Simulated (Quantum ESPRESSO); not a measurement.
# E(M) of VSb, part 2 of 2

Aim: the energy of VSb as a function of the total spin moment of its primitive cell.

Quantum ESPRESSO 7.5; LDA; plane waves with GBRV 1.5 LDA potentials, no spin-orbit coupling.

So far, absolute magnetization (μB): step 2 (No moment imposed) 2.58.

**4. Moment fixed at 0.353 μB**

pw.py reads:

```python
from ase import Atoms
from ase.calculators.espresso import Espresso, EspressoProfile

atoms = Atoms(['V', 'V', 'Sb', 'Sb'],
    cell=[[4.14005783, 0.0, 0.0],
         [-2.07002891, 3.58539525, 0.0],
         [0.0, 0.0, 5.590919]],
    scaled_positions=[[0.0, 0.0, 0.0],
         [0.0, 0.0, 0.5],
         [0.66666667, 0.33333333, 0.25],
         [0.33333333, 0.66666667, 0.75]],
    pbc=True,
    magmoms=[0.1765, 0.1765, 0.0, 0.0])
input_data = {
    'control': {'calculation': 'scf', 'prefix': 'pwscf', 'outdir': './tmp', 'disk_io': 'nowf'},
    'system': {'ecutwfc': 40.0, 'ecutrho': 280.0, 'nbnd': 39, 'occupations': 'smearing', 'smearing': 'fd', 'degauss': 0.00999582, 'nspin': 2, 'tot_magnetization': 0.353},
    'electrons': {'conv_thr': 8e-09, 'electron_maxstep': 150, 'mixing_beta': 0.3},
}
atoms.calc = Espresso(
    profile=EspressoProfile(command='mpirun -n 4 pw.x -nk 4', pseudo_dir='pseudo'),
    pseudopotentials={'V': 'v_lda_v1.4.uspp.F.UPF', 'Sb': 'sb_lda_v1.4.uspp.F.UPF'},
    input_data=input_data,
    kpts=(8, 8, 8),
    koffset=(0, 0, 0))
atoms.get_potential_energy()
energy = atoms.calc.results['free_energy']
print(f'free energy: {energy:.6f} eV')
print('site moments (muB):', atoms.get_magnetic_moments().round(3))
```

Launch:

```
$ OMP_NUM_THREADS=1 python3 pw.py > pw.log
```

The log of the run:

```text
     [... lines left out ...]
free energy: -8969.995735 eV
site moments (muB): [ 0.167  0.167 -0.008 -0.008]
--- espresso.pwo ---
Program PWSCF v.7.5 starts
     [... lines left out ...]
     number of atoms/cell      =            4
     [... lines left out ...]
     number of electrons       =        56.00 (up:  28.18, down:  27.82)
     number of Kohn-Sham states=           39
     kinetic-energy cutoff     =      40.0000  Ry
     charge density cutoff     =     280.0000  Ry
     scf convergence threshold =      8.0E-09
     [... lines left out ...]
     24 Sym. Ops., with inversion, found (12 have fractional translation)
     [... lines left out ...]
     number of k points=    50  Fermi-Dirac smearing, width (Ry)=  0.0100
     [... lines left out ...]
     iteration # 12     ecut=    40.00 Ry     beta= 0.30
     [... lines left out ...]
     Magnetic moment per site  (integrated on atomic sphere of radius R)
     atom   1 (R=0.276)  charge= 11.5070  magn=  0.1673
     atom   2 (R=0.276)  charge= 11.5070  magn=  0.1673
     atom   3 (R=0.276)  charge= 12.4959  magn= -0.0080
     atom   4 (R=0.276)  charge= 12.4959  magn= -0.0080
     [... lines left out ...]
     the spin up/dw Fermi energies are    12.6209   12.6617 ev
!    total energy              =    -659.28258402 Ry
     estimated scf accuracy    <          3.3E-09 Ry
     smearing contrib. (-TS)   =      -0.03061290 Ry
     [... lines left out ...]
     total magnetization       =     0.35 Bohr mag/cell
     absolute magnetization    =     0.40 Bohr mag/cell
     convergence has been achieved in  12 iterations
```

Run time: 48 s. Hardware: 4 MPI ranks of Arm Neoverse V1, shared host; peak memory 0.64 GiB; 3.2 min of CPU time.

Spin moment in the atom's sphere by atom:

| atom | spin moment in the atom's sphere (μB) |
| --- | --- |
| V1 | 0.167 |
| V2 | 0.167 |
| Sb3 | -0.008 |
| Sb4 | -0.008 |

Read from the output:

- magnetization: 0.353 μB
- absolute magnetization: 0.398 μB
- half the difference of the two Fermi energies: -20.4 meV

**5. Moment fixed at 0.707 μB**

Changes to pw.py since step 4:

```diff
@@ -12,6 +12,6 @@
     pbc=True,
-    magmoms=[0.1765, 0.1765, 0.0, 0.0])
+    magmoms=[0.3535, 0.3535, 0.0, 0.0])
 input_data = {
     'control': {'calculation': 'scf', 'prefix': 'pwscf', 'outdir': './tmp', 'disk_io': 'nowf'},
-    'system': {'ecutwfc': 40.0, 'ecutrho': 280.0, 'nbnd': 39, 'occupations': 'smearing', 'smearing': 'fd', 'degauss': 0.00999582, 'nspin': 2, 'tot_magnetization': 0.353},
+    'system': {'ecutwfc': 40.0, 'ecutrho': 280.0, 'nbnd': 39, 'occupations': 'smearing', 'smearing': 'fd', 'degauss': 0.00999582, 'nspin': 2, 'tot_magnetization': 0.707},
     'electrons': {'conv_thr': 8e-09, 'electron_maxstep': 150, 'mixing_beta': 0.3},
```

Launch:

```
$ OMP_NUM_THREADS=1 python3 pw.py > pw.log
```

The log of the run:

```text
     [... lines left out ...]
free energy: -8970.006254 eV
site moments (muB): [ 0.335  0.335 -0.016 -0.016]
--- espresso.pwo ---
Program PWSCF v.7.5 starts
     [... lines left out ...]
     number of atoms/cell      =            4
     [... lines left out ...]
     number of electrons       =        56.00 (up:  28.35, down:  27.65)
     number of Kohn-Sham states=           39
     kinetic-energy cutoff     =      40.0000  Ry
     charge density cutoff     =     280.0000  Ry
     scf convergence threshold =      8.0E-09
     [... lines left out ...]
     24 Sym. Ops., with inversion, found (12 have fractional translation)
     [... lines left out ...]
     number of k points=    50  Fermi-Dirac smearing, width (Ry)=  0.0100
     [... lines left out ...]
     iteration # 13     ecut=    40.00 Ry     beta= 0.30
     [... lines left out ...]
     Magnetic moment per site  (integrated on atomic sphere of radius R)
     atom   1 (R=0.276)  charge= 11.5073  magn=  0.3346
     atom   2 (R=0.276)  charge= 11.5073  magn=  0.3346
     atom   3 (R=0.276)  charge= 12.4962  magn= -0.0159
     atom   4 (R=0.276)  charge= 12.4962  magn= -0.0159
     [... lines left out ...]
     the spin up/dw Fermi energies are    12.6021   12.6790 ev
!    total energy              =    -659.28335719 Ry
     estimated scf accuracy    <          2.1E-09 Ry
     smearing contrib. (-TS)   =      -0.02965352 Ry
     [... lines left out ...]
     total magnetization       =     0.71 Bohr mag/cell
     absolute magnetization    =     0.80 Bohr mag/cell
     convergence has been achieved in  13 iterations
```

Wall time 52 s (4 MPI ranks); peak memory 0.65 GiB; 3.5 min of CPU time.

This step gave:

```yaml
magnetization: 0.707 μB
absolute_magnetization: 0.796 μB
half_the_difference_of_the_two_fermi_energies: -38.4 meV
largest_moment: 0.3346 μB
```

**6. All moments**

The runs not shown differ in the target, the start and the number of states alone. The point at 2.33 μB is the free run, entered with slope zero.

Energy over the lowest against total spin moment:

| total spin moment (μB a cell) | energy over the lowest (meV a cell) |
| --- | --- |
| 0.00 | 85.2 |
| 0.35 | 81.6 |
| 0.71 | 71.1 |
| 1.06 | 55.0 |
| 1.41 | 35.6 |
| 1.77 | 16.5 |
| 2.12 | 2.82 |
| 2.33 | 0 |
| 2.47 | 1.41 |
| 2.83 | 19.7 |
| 3.18 | 63.6 |
| 3.53 | 137 |

The dE/dM by total spin moment:

| total spin moment (μB a cell) | dE/dM (meV/μB) |
| --- | --- |
| 0.00 | -0.0106 |
| 0.35 | -20.4 |
| 0.71 | -38.4 |
| 1.06 | -51.5 |
| 1.41 | -56.5 |
| 1.77 | -49.2 |
| 2.12 | -24.9 |
| 2.33 | 0 |
| 2.47 | 20.7 |
| 2.83 | 85.7 |
| 3.18 | 165 |
| 3.53 | 253 |

Largest site moment against total spin moment:

| total spin moment (μB a cell) | largest site moment (μB) |
| --- | --- |
| 0.00 | 9.0e-6 |
| 0.35 | 0.167 |
| 0.71 | 0.335 |
| 1.06 | 0.501 |
| 1.41 | 0.665 |
| 1.77 | 0.829 |
| 2.12 | 0.989 |
| 2.33 | 1.08 |
| 2.47 | 1.15 |
| 2.83 | 1.30 |
| 3.18 | 1.45 |
| 3.53 | 1.59 |

**7. What came out**

- moment of the free run: 2.33 μB a cell
- energy at zero total moment: 85.2 meV a cell over the lowest
- ΔE/ΔM² from the lowest point to 2.83 and to 2.12 μB: 81 and 62 meV/μB²

**Reading.** At zero total moment the site moments vanish, so the 85 meV a cell is the energy of forming them. The points show one minimum alone. All runs start parallel; opposed orders may lie lower. Energies are free energies at an electronic temperature of 1580 K, which lowers moments and differences where the moments are itinerant.

[Logs and program files are shortened in this print: banners, set-up blocks, solver, clock and traceback lines can be left out without a mark of their own.]

[Logs are printed without paths, hosts, clocks, repeated set-up lines and the standing remarks that a program may print on its own settings, such as how far it seeks lower states.]

[Hosts, paths, dates, database ids (printed as entryN), source tags and the programs' standing remarks are cut or masked in the printed files.]

[Where a cell is said to come from a database of computed structures, the database is the Materials Project.]
